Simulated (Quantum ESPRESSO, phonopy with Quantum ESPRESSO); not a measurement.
# Grüneisen parameters and expansion of ZnS (F-43m), part 8 of 9

Which modes of ZnS drive its thermal expansion?

Experimental results on record:
- bulk modulus 71.4 GPa near room temperature (given in “High-Throughput Prediction of Finite-Temperature Properties using the Quasi-Harmonic Approximation”, 2016, arXiv:1603.06924)

Quantum ESPRESSO 7.5; DFT PBE, scalar-relativistic, plane waves, GBRV ultrasoft pseudopotentials.

So far. Step 21 (Ground state at this cell, V/V0 0.97): The run ends at a pressure of 2.25 GPa. Step 22 (Zone-centre response): The Born charges sum to zero within 0.0038 e; the rest is removed before use. Acoustic frequencies in this log differ from zero by the error of the sum rule, which ph.x does not impose.

The database entry behind the starting cell differs from later determinations by our own check (about 0.1 % short), so it need not match the best structure at ambient conditions.

## Step 24: Lattice dynamics at this volume, V/V0 0.97

This step: DFT PBE, scalar-relativistic, plane waves, GBRV ultrasoft pseudopotentials (phonopy with Quantum ESPRESSO 4.10.0 / 7.5).

Elapsed: 3.3 min, on 8 threads of Arm Neoverse V1, shared host; 26 min of CPU time.

Phonopy, LO-TO term from ph.x's tensors. Phonon branches along the path, in cm⁻¹:

```
    point  branch 1  branch 2  branch 3  branch 4  branch 5  branch 6
        Γ         0         0         0       276       276       339
  halfway        65        65       147       292       292       332
        X        87        87       212       311       311       323
  halfway        86       101       206       310       311       324
        U        83       127       191       305       308       326
jump to K        83       127       191       305       308       326
  halfway        56        97       142       286       296       330
        Γ         0         0         0       276       276       339
  halfway        49        49       141       284       284       336
        L        68        68       195       291       291       335
  halfway        80       118       184       298       301       329
        W       101       129       184       302       314       324
  halfway        94       106       200       307       313       324
        X        87        87       212       311       311       323
```

The phonon branches as a text plot (rows in cm⁻¹):

```
    332 |**********      ********************************
    318 |          ******                                ********
    304 |       ***** **********                     ************
    290 |    ***            *******         **********
    276 |****                    ***********
    261 |
    247 |
    233 |
    219 |
    205 |          ******                                    ****
    191 |         *      **                     ******     **
    177 |       **         *                   *      *****
    163 |                   ****             **
    148 |     **                *
    134 |                 ****              *          *****
    120 |    *           *    ** **                   *     *
    106 |              **                  *         *    ** *
     92 |          ******       *                   *  ***  *****
     78 |  **   ***      *****   ****    **       ** **
     64 |     **              **             ********
     49 |    *                  ******      *
     35 | ***                      **   *  *
     21 | *                          *   **
      7 |*                            ***
         Γ           X  U|K            Γ         L        W     X
```

No mode is imaginary beyond numerical noise along the path. The highest zone-centre mode (no LO–TO term) moved by +5.5 % for a volume change of -3.0 %.

The time given is that of the 2 pw.x runs on displaced cells behind this step.

## Step 25: Self-consistent run, V/V0 1.045

A tight ground state at this cell gives the energy of this member; its pressure is the stress at this cutoff, which can carry an offset from the finite basis.

This step: DFT PBE, scalar-relativistic, plane waves, GBRV ultrasoft pseudopotentials (Quantum ESPRESSO 7.5).

System of this step: ZnS. Symmetry: F-43m, No. 216, cubic system. Conventional cell: a = 5.520 Å, b = 5.520 Å, c = 5.520 Å, α = 90.00°, β = 90.00°, γ = 90.00°. Zn has 4 S at 2.39 Å nearest. S has 4 Zn at 2.39 Å nearest. Farther neighbours and most contacts between anions are not listed.

scf.in

```
&CONTROL
  calculation = 'scf'
  prefix      = 'x'
  outdir      = './tmp'
  pseudo_dir  = './pseudo'
  tprnfor     = .true.
  tstress     = .true.
/
&SYSTEM
  ibrav       = 0
  nat         = 2
  ntyp        = 2
  ecutwfc     = 45.0
  ecutrho     = 270.0
  occupations = 'fixed'
  nbnd        = 15
/
&ELECTRONS
  conv_thr         = 1.0d-12
  mixing_beta      = 0.7
  electron_maxstep = 100
/
ATOMIC_SPECIES
 Zn     65.3800  Zn.upf
 S      32.0600  S.upf
CELL_PARAMETERS angstrom
     0.000000000    2.759784001    2.759784001
     2.759784001    0.000000000    2.759784001
     2.759784001    2.759784001    0.000000000
ATOMIC_POSITIONS crystal
 Zn     0.250000000   0.250000000   0.250000000
 S      0.000000000   0.000000000   0.000000000
K_POINTS automatic
 12 12 12 0 0 0
```

Command:

```bash
OMP_NUM_THREADS=1 mpirun -n 8 pw.x -nk 8 -in scf.in > scf.out
```

Output:

```text
[banner, memory and clock lines left out]
Program PWSCF v.7.5

     Message from routine setup:
     using ibrav=0 with symmetry is DISCOURAGED, use correct ibrav instead

     G-vector sticks info

     bravais-lattice index     =            0
     lattice parameter (alat)  =       7.3755  a.u.
     unit-cell volume          =     283.6951 (a.u.)^3
     number of atoms/cell      =            2
     number of atomic types    =            2
     number of electrons       =        26.00
[...]
atom    2 type  2   force =     0.00000000    0.00000000   -0.00000000

     Total force =     0.000000     Total SCF correction =     0.000000

     Computing stress (Cartesian axis) and pressure

          total   stress  (Ry/bohr**3)                   (kbar)     P=      -28.32
  -0.00019252  -0.00000000   0.00000000          -28.32       -0.00        0.00
  -0.00000000  -0.00019252  -0.00000000           -0.00      -28.32       -0.00
  -0.00000000  -0.00000000  -0.00019252           -0.00       -0.00      -28.32

     XML data file, charge density, pseudopotentials, collected wavefunctions
[key lines of the parts left out:]
!    total energy              =    -485.77009004 Ry
convergence has been achieved in  12 iterations
```

Wall time 5.3 s (8 MPI ranks).

The run ends at a pressure of -2.83 GPa.

## Step 26: Born charges and dielectric tensor

In a polar crystal the Born charges and ε∞ give the long-range dipole term that a finite supercell misses. They are those of this k-mesh and were not tested on a denser one; where the gap is small they converge slowly, and the LO modes with them.

ph.in

```
phonons
&INPUTPH
  prefix = 'x'
  outdir = './tmp'
  fildyn = 'x.dyn'
  tr2_ph = 1.0d-18
  epsil  = .true.
/
0.000000000 0.000000000 0.000000000
```

scf.in is that of step 25.

Command:

```bash
OMP_NUM_THREADS=1 mpirun -n 8 ph.x -nk 8 -in ph.in > ph.out
```

Output:

```text
[banner, memory and clock lines left out]
Program PHONON v.7.5

     ./tmp/x.save/

     IMPORTANT: XC functional enforced from input :
     Exchange-correlation= PBE
                           (   1   4   3   4   0   0   0)
     Any further DFT definition will be discarded
     Please, verify this is what you really want

     G-vector sticks info

     Reading collected, re-writing distributed wavefunctions in ./tmp/

     Number and degeneracy of irreps per q-point
       N         xq(1)         xq(2)         xq(3)   N irreps
[...]
freq (    1) =      -0.172968 [THz] =      -5.769600 [cm-1]
     freq (    2) =      -0.172968 [THz] =      -5.769600 [cm-1]
     freq (    3) =      -0.172968 [THz] =      -5.769600 [cm-1]
     freq (    4) =       7.229278 [THz] =     241.142747 [cm-1]
     freq (    5) =       7.229278 [THz] =     241.142747 [cm-1]
     freq (    6) =       7.229278 [THz] =     241.142747 [cm-1]
 **************************************************************************

     Mode symmetry, T_d (-43m)  point group:

     freq (   1-   3) =         -5.8  [cm-1]   --> T_2  G_15 P_4   I+R
     freq (   4-   6) =        241.1  [cm-1]   --> T_2  G_15 P_4   I+R
```

Wall time 1.9 min (8 MPI ranks).

ε∞:

```
6.00 0.00 0.00
0.00 6.00 0.00
0.00 0.00 6.00
```

The Born charges sum to zero within 0.0040 e; the rest is removed before use. Acoustic frequencies in this log differ from zero by the error of the sum rule, which ph.x does not impose.

## Step 27: A displaced supercell

One atom (for the harmonic constants) or a pair of atoms (for the cubic ones) is moved by a few hundredths of an ångström; the forces on all atoms give a column of force constants. The threshold is tight because the forces are small.

System of this step: ZnS. It takes space group Cm (No. 8, monoclinic). Conventional cell: a = 13.520 Å, b = 7.806 Å, c = 7.806 Å, α = 90.00°, β = 125.26°, γ = 90.00°. Nearest to Zn lie 4 S at 2.37 to 2.41 Å. Nearest to Zn lie 4 S at 2.39 Å. Zn has 4 S at 2.39 Å nearest. Zn has 4 S at 2.39 Å nearest. Farther neighbours and most contacts between anions are not listed.

disp-00001.in

```
&CONTROL
  calculation = 'scf'
  prefix      = 'x'
  outdir      = './tmp'
  pseudo_dir  = './pseudo'
  tprnfor     = .true.
  disk_io     = 'none'
/
&SYSTEM
  ibrav       = 0
  nat         = 16
  ntyp        = 2
  ecutwfc     = 45.0
  ecutrho     = 270.0
  occupations = 'fixed'
  nbnd        = 106
/
&ELECTRONS
  conv_thr         = 1.0d-11
  mixing_beta      = 0.7
  electron_maxstep = 100
/
ATOMIC_SPECIES
 Zn     65.3800  Zn.upf
 S      32.0600  S.upf
CELL_PARAMETERS angstrom
     0.000000000    5.519568002    5.519568002
     5.519568002    0.000000000    5.519568002
     5.519568002    5.519568002    0.000000000
ATOMIC_POSITIONS crystal
 Zn     0.127562182   0.125000000   0.125000000
 Zn     0.625000000   0.125000000   0.125000000
 Zn     0.125000000   0.625000000   0.125000000
 Zn     0.625000000   0.625000000   0.125000000
 Zn     0.125000000   0.125000000   0.625000000
 Zn     0.625000000   0.125000000   0.625000000
 Zn     0.125000000   0.625000000   0.625000000
 Zn     0.625000000   0.625000000   0.625000000
 S      0.000000000   0.000000000   0.000000000
 S      0.500000000   0.000000000   0.000000000
 S      0.000000000   0.500000000   0.000000000
 S      0.500000000   0.500000000   0.000000000
 S      0.000000000   0.000000000   0.500000000
 S      0.500000000   0.000000000   0.500000000
 S      0.000000000   0.500000000   0.500000000
 S      0.500000000   0.500000000   0.500000000
K_POINTS automatic
 3 3 3 0 0 0
```

Command:

```bash
OMP_NUM_THREADS=1 mpirun -n 4 pw.x -nk 4 -in disp-00001.in > disp-00001.out
```

Output:

```text
[banner, memory and clock lines left out]
Program PWSCF v.7.5

     Message from routine setup:
     using ibrav=0 with symmetry is DISCOURAGED, use correct ibrav instead

     G-vector sticks info

     bravais-lattice index     =            0
     lattice parameter (alat)  =      14.7509  a.u.
     unit-cell volume          =    2269.5610 (a.u.)^3
     number of atoms/cell      =           16
     number of atomic types    =            2
     number of electrons       =       208.00
[...]
atom    1 type  1   force =     0.00014381   -0.00305894   -0.00305894
     atom    2 type  1   force =    -0.00000358    0.00066178    0.00066178
     atom    3 type  1   force =     0.00034656   -0.00040345    0.00031455
[...]
atom   15 type  2   force =    -0.00001927    0.00000340    0.00000340
     atom   16 type  2   force =     0.00001974    0.00000310    0.00000310

     Total force =     0.005333     Total SCF correction =     0.000001
     Message from routine punch:
     Nothing written, as per user request (disk_io='none')
[key lines of the parts left out:]
!    total energy              =   -3886.15894557 Ry
convergence has been achieved in  15 iterations
```

Elapsed: 3.4 min, on 4 MPI ranks; 14 min of CPU time.

## Step 28: Lattice dynamics at this volume, V/V0 1.045

This step: DFT PBE, scalar-relativistic, plane waves, GBRV ultrasoft pseudopotentials (phonopy with Quantum ESPRESSO 4.10.0 / 7.5).

The job ended after 3.4 min (8 threads; 27 min of CPU time).

Phonopy, LO-TO term from ph.x's tensors. The phonon branches at the labelled points (cm⁻¹):

```
    point  branch 1  branch 2  branch 3  branch 4  branch 5  branch 6
        Γ         0         0         0       241       241       312
  halfway        69        69       135       254       254       303
        X        90        90       196       273       273       293
  halfway        90       103       190       271       275       291
        U        87       126       174       267       277       288
jump to K        87       126       174       267       277       288
  halfway        60        95       133       249       258       300
        Γ         0         0         0       241       241       312
  halfway        53        53       132       247       247       306
        L        72        72       182       253       253       302
  halfway        84       117       170       261       267       294
        W       100       133       164       273       275       286
  halfway        95       108       184       273       274       290
        X        90        90       196       273       273       293
```

The phonon branches as a text plot (rows in cm⁻¹):

```
    306 |*********              *********************
    293 |         **************                     *****  *****
    280 |              *****                            *******
    267 |       ****************                     ************
    254 |    ***            *******          *********
    241 |****                    ************
    228 |
    215 |
    202 |            *
    189 |          ** ***                        *           ****
    176 |         *      **                    ** *****     *
    163 |       **         *                           *****
    150 |                   ****             **
    137 |     **           ***  *           *           ****
    124 |                **                            *    *
    111 |    *          *     ** **                   *      *
     98 |             **        *          *         *  *********
     85 |       **************     **               ****        *
     72 |  ** **              ** **      **    ******
     59 |    *                  *           ***
     46 |  **                    *****     *
     33 | *                        **   ***
     20 | *                          *  *
      7 |*                            **
         Γ           X  U|K            Γ         L        W     X
```

No mode is imaginary beyond numerical noise along the path. The highest zone-centre mode (no LO–TO term) moved by -7.8 % for a volume change of +4.5 %.

The time given is that of the 2 pw.x runs on displaced cells behind this step.

## Step 29: Self-consistent run, V/V0 1.06

A tight ground state at this cell gives the energy of this member; its pressure is the stress at this cutoff, which can carry an offset from the finite basis.

This step: DFT PBE, scalar-relativistic, plane waves, GBRV ultrasoft pseudopotentials (Quantum ESPRESSO 7.5).

System of this step: ZnS. It takes space group F-43m (No. 216, cubic). Conventional cell: a = 5.546 Å, b = 5.546 Å, c = 5.546 Å, α = 90.00°, β = 90.00°, γ = 90.00°. Nearest to Zn lie 4 S at 2.40 Å. S has 4 Zn at 2.40 Å nearest. Farther neighbours and most contacts between anions are not listed.

Changes to scf.in since step 26:

```diff
@@ -26,5 +26,5 @@
 CELL_PARAMETERS angstrom
-     0.000000000    2.759784001    2.759784001
-     2.759784001    0.000000000    2.759784001
-     2.759784001    2.759784001    0.000000000
+     0.000000000    2.772926028    2.772926028
+     2.772926028    0.000000000    2.772926028
+     2.772926028    2.772926028    0.000000000
 ATOMIC_POSITIONS crystal
```

Command:

```bash
OMP_NUM_THREADS=1 mpirun -n 8 pw.x -nk 8 -in scf.in > scf.out
```

Output:

```text
[banner, memory and clock lines left out]
Program PWSCF v.7.5

     Message from routine setup:
     using ibrav=0 with symmetry is DISCOURAGED, use correct ibrav instead

     G-vector sticks info

     bravais-lattice index     =            0
     lattice parameter (alat)  =       7.4106  a.u.
     unit-cell volume          =     287.7673 (a.u.)^3
     number of atoms/cell      =            2
     number of atomic types    =            2
     number of electrons       =        26.00
[...]
atom    2 type  2   force =     0.00000000    0.00000000    0.00000000

     Total force =     0.000000     Total SCF correction =     0.000000

     Computing stress (Cartesian axis) and pressure

          total   stress  (Ry/bohr**3)                   (kbar)     P=      -36.25
  -0.00024644  -0.00000000  -0.00000000          -36.25       -0.00       -0.00
  -0.00000000  -0.00024644  -0.00000000           -0.00      -36.25       -0.00
  -0.00000000  -0.00000000  -0.00024644           -0.00       -0.00      -36.25

     XML data file, charge density, pseudopotentials, collected wavefunctions
[key lines of the parts left out:]
!    total energy              =    -485.76928174 Ry
convergence has been achieved in  12 iterations
```

The job ended after 5.6 s (8 MPI ranks).

The run ends at a pressure of -3.62 GPa.

## Step 30: Born charges and dielectric tensor

In a polar crystal the Born charges and ε∞ give the long-range dipole term that a finite supercell misses. They are those of this k-mesh and were not tested on a denser one; where the gap is small they converge slowly, and the LO modes with them.

ph.in is that of step 26.

scf.in is that of step 29.

Command:

```bash
OMP_NUM_THREADS=1 mpirun -n 8 ph.x -nk 8 -in ph.in > ph.out
```

Output:

```text
[banner, memory and clock lines left out]
Program PHONON v.7.5

     ./tmp/x.save/

     IMPORTANT: XC functional enforced from input :
     Exchange-correlation= PBE
                           (   1   4   3   4   0   0   0)
     Any further DFT definition will be discarded
     Please, verify this is what you really want

     G-vector sticks info

     Reading collected, re-writing distributed wavefunctions in ./tmp/

     Number and degeneracy of irreps per q-point
       N         xq(1)         xq(2)         xq(3)   N irreps
[...]
freq (    1) =      -0.198273 [THz] =      -6.613678 [cm-1]
     freq (    2) =      -0.198273 [THz] =      -6.613678 [cm-1]
     freq (    3) =      -0.198273 [THz] =      -6.613678 [cm-1]
     freq (    4) =       7.035327 [THz] =     234.673262 [cm-1]
     freq (    5) =       7.035327 [THz] =     234.673262 [cm-1]
     freq (    6) =       7.035327 [THz] =     234.673262 [cm-1]
 **************************************************************************

     Mode symmetry, T_d (-43m)  point group:

     freq (   1-   3) =         -6.6  [cm-1]   --> T_2  G_15 P_4   I+R
     freq (   4-   6) =        234.7  [cm-1]   --> T_2  G_15 P_4   I+R
```

The job ended after 2 min (8 MPI ranks).

The Born charges sum to zero within 0.0040 e; the rest is removed before use. Acoustic frequencies in this log differ from zero by the error of the sum rule, which ph.x does not impose.

## Step 31: A displaced supercell

One atom (for the harmonic constants) or a pair of atoms (for the cubic ones) is moved by a few hundredths of an ångström; the forces on all atoms give a column of force constants. The threshold is tight because the forces are small.

System of this step: ZnS. Symmetry: Cm, No. 8, monoclinic system. Conventional cell: a = 13.585 Å, b = 7.843 Å, c = 7.843 Å, α = 90.00°, β = 125.26°, γ = 90.00°. Zn has 4 S at 2.39 to 2.42 Å nearest. Nearest to Zn lie 4 S at 2.40 Å. Zn has 4 S at 2.40 Å nearest. Farther neighbours and most contacts between anions are not listed.

Changes to disp-00001.in since step 27:

```diff
@@ -26,7 +26,7 @@
 CELL_PARAMETERS angstrom
-     0.000000000    5.519568002    5.519568002
-     5.519568002    0.000000000    5.519568002
-     5.519568002    5.519568002    0.000000000
+     0.000000000    5.545852055    5.545852055
+     5.545852055    0.000000000    5.545852055
+     5.545852055    5.545852055    0.000000000
 ATOMIC_POSITIONS crystal
- Zn     0.127562182   0.125000000   0.125000000
+ Zn     0.127550038   0.125000000   0.125000000
  Zn     0.625000000   0.125000000   0.125000000
```

Command:

```bash
OMP_NUM_THREADS=1 mpirun -n 4 pw.x -nk 4 -in disp-00001.in > disp-00001.out
```

Output:

```text
[banner, memory and clock lines left out]
Program PWSCF v.7.5

     Message from routine setup:
     using ibrav=0 with symmetry is DISCOURAGED, use correct ibrav instead

     G-vector sticks info

     bravais-lattice index     =            0
     lattice parameter (alat)  =      14.8212  a.u.
     unit-cell volume          =    2302.1384 (a.u.)^3
     number of atoms/cell      =           16
     number of atomic types    =            2
     number of electrons       =       208.00
[...]
atom    1 type  1   force =     0.00013637   -0.00291341   -0.00291341
     atom    2 type  1   force =    -0.00000382    0.00065892    0.00065892
     atom    3 type  1   force =     0.00034557   -0.00040592    0.00031243
[...]
atom   15 type  2   force =    -0.00001826    0.00000362    0.00000362
     atom   16 type  2   force =     0.00001876    0.00000342    0.00000342

     Total force =     0.005065     Total SCF correction =     0.000004
     Message from routine punch:
     Nothing written, as per user request (disk_io='none')
[key lines of the parts left out:]
!    total energy              =   -3886.15256605 Ry
convergence has been achieved in  14 iterations
```

Run time: 3.3 min. Hardware: 4 MPI ranks; 13 min of CPU time.

[end of part 8 of 9]

[Logs are printed without paths, hosts, clocks, repeated set-up lines and the standing remarks that a program may print on its own settings, such as how far it seeks lower states.]

[Hosts, paths, dates, database ids (printed as entryN), source tags and the programs' standing remarks are cut or masked in the printed files.]

[A step with changed settings may run another functional than the one named; its input shows which.]

[Of the runs on displaced cells, only some may be shown.]
